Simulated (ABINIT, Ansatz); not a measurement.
An input for Ansatz 0.2.0 (Y2CrH6 (Fm-3m)):

```yaml
crystal:
  lattice:
    - [0.0, 3.499313, 3.499313]
    - [3.499313, 0.0, 3.499313]
    - [3.499313, 3.499313, 0.0]
  atoms:
    - { symbol: "Y", position: [0.75, 0.75, 0.75] }
    - { symbol: "Y", position: [0.25, 0.25, 0.25] }
    - { symbol: Cr, position: [0.0, 0.0, 0.0] }
    - { symbol: H, position: [0.754389, 0.754389, 0.245611] }
    - { symbol: H, position: [0.245611, 0.754389, 0.245611] }
    - { symbol: H, position: [0.754389, 0.245611, 0.245611] }
    - { symbol: H, position: [0.245611, 0.245611, 0.754389] }
    - { symbol: H, position: [0.754389, 0.245611, 0.754389] }
    - { symbol: H, position: [0.245611, 0.754389, 0.754389] }
kpoints:
  mp_grid: { grid: [6, 6, 6] }
hamiltonian:
  xc: lda
scf:
  occupations: { method: fixed }
dielectric: {}
```

```sh
ansatz run input.yaml --threads 1 --pin off --max-ram 1382MiB --backend cpu --events-out ev --progress --plain --runs-dir out
```

How long will it take on 1 thread of Arm Neoverse V1, shared host, and how much memory?

It took 83 s; on shared hardware allow 42 s to 2.8 min. Peak host memory was 0.73 GiB.

[Paths, hosts, dates, memory and timing lines, banners, echoed tables and standing remarks are left out of the program output.]

[Logs are printed without paths, hosts, clocks, repeated set-up lines and the standing remarks that a program may print on its own settings, such as how far it seeks lower states.]

[Runs of the session that timed out or met a known fault of the program may be left out.]

[Hosts, paths, dates, database ids (printed as entryN), source tags and the programs' standing remarks are cut or masked in the printed files.]

[G0W0 gaps are taken among the corrected bands and points alone; a level outside them can change the order at an edge.]

[Where Ansatz stands beside ABINIT at settings called matched, ABINIT's density can come from a denser mesh and the files from another edition; pairs whose starting gaps differed by over 0.03 eV were left out, so agreement reads better than it is.]
